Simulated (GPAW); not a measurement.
Consider Li3Au (Fm-3m).

```xyz
4
Lattice="0.0000 3.1510 3.1510 3.1510 0.0000 3.1510 3.1510 3.1510 0.0000" Properties=species:S:1:pos:R:3 pbc="T T T"
Au    0.0000    0.0000    0.0000
Li    3.1510    3.1510    3.1510
Li    4.7265    4.7265    4.7265
Li    1.5755    1.5755    1.5755
```

Absorber: atom 3, with 1 Li at 2.73 Å, 2 Au at 2.73 Å, 1 Li at 2.73 Å, 1 Au at 2.73 Å, 1 Li at 2.73 Å, 1 Au at 2.73 Å, 1 Li at 2.73 Å and 6 Li at 3.15 Å (cube and octahedron, as in bcc, site symmetry -43m). Method: GPAW, LDA, excited-electron core hole (neutral cell), 16-atom cell with 6.3 Å between holes, 5×5×5 k points, dipole transitions, Gaussian full width 0.9 eV up to 4 eV, rising linearly to 3.5 eV at 25 eV, without spin-orbit coupling.

**Question.** Where do the maxima of the Li K edge fall?

Main maxima up to 24 eV above the zero (height): 0.7 eV (1.04), 5.9 eV (2.46) and 10.8 eV (1.67). A K edge sees empty p states on the absorber. The total-energy difference is 56.46 eV. One term is added: -3.34 eV, since the hole is spin-paired here and a spin-polarised one costs that much less in the free atom (computed apart). The photon energy is then 53.12 eV. The tabulated edge of the element is 54.7 eV. The functional leaves an error in such absolute values: in the free atom LDA prices this hole 1.0 eV below PBE (computed apart), and PBE is itself good to a few eV.

The Li K spectrum (energy from the lowest empty level; intensity scaled to a mean of 1 over the first 20 eV):

```
E (eV)  intensity
  -2.0       0.00
  -1.0       0.01
   0.0       0.58
   1.0       0.98
   2.0       0.70
   3.0       0.39
   4.0       0.60
   5.0       1.61
   6.0       2.45
   7.0       1.42
   8.0       1.06
   9.0       1.29
  10.0       1.47
  11.0       1.66
  12.0       1.23
  13.0       0.91
  14.0       0.83
  15.0       0.78
  16.0       0.60
  17.0       0.46
  18.0       0.44
  19.0       0.47
  20.0       0.51
  21.0       0.58
  22.0       0.64
  23.0       0.68
  24.0       0.71
  25.0       0.71
  26.0       0.66
  27.0       0.56
  28.0       0.49
  29.0       0.47
  30.0       0.47
  31.0       0.45
  32.0       0.44
```

The crystal has 2 inequivalent Li sites and not all are shown here, while a measurement adds them all. The holes are only 6.3 Å apart, so the shape is probably not converged with cell size; no larger cell was run here. Lifetime broadening is put in by hand, and intensities beyond about 20 eV depend on it and on the partial waves; weight that the partial waves miss at high energy is lost. The structure is a published determination, not relaxed.

[Banner, clock and machine lines of the logs are left out without a mark of their own.]

[Logs are printed without paths, hosts, clocks, repeated set-up lines and the standing remarks that a program may print on its own settings, such as how far it seeks lower states.]

[Hosts, paths, dates, database ids (printed as entryN), source tags and the programs' standing remarks are cut or masked in the printed files.]

[Lists of maxima count a maximum above −3 eV only where it reaches 4 % of the highest in the window and stands out from its surroundings by 2 % of it (1.5 % where it reaches 55 %); shoulders and weaker maxima are passed over, and of the rest the first, up to two pre-edge ones and the few strongest are named.]
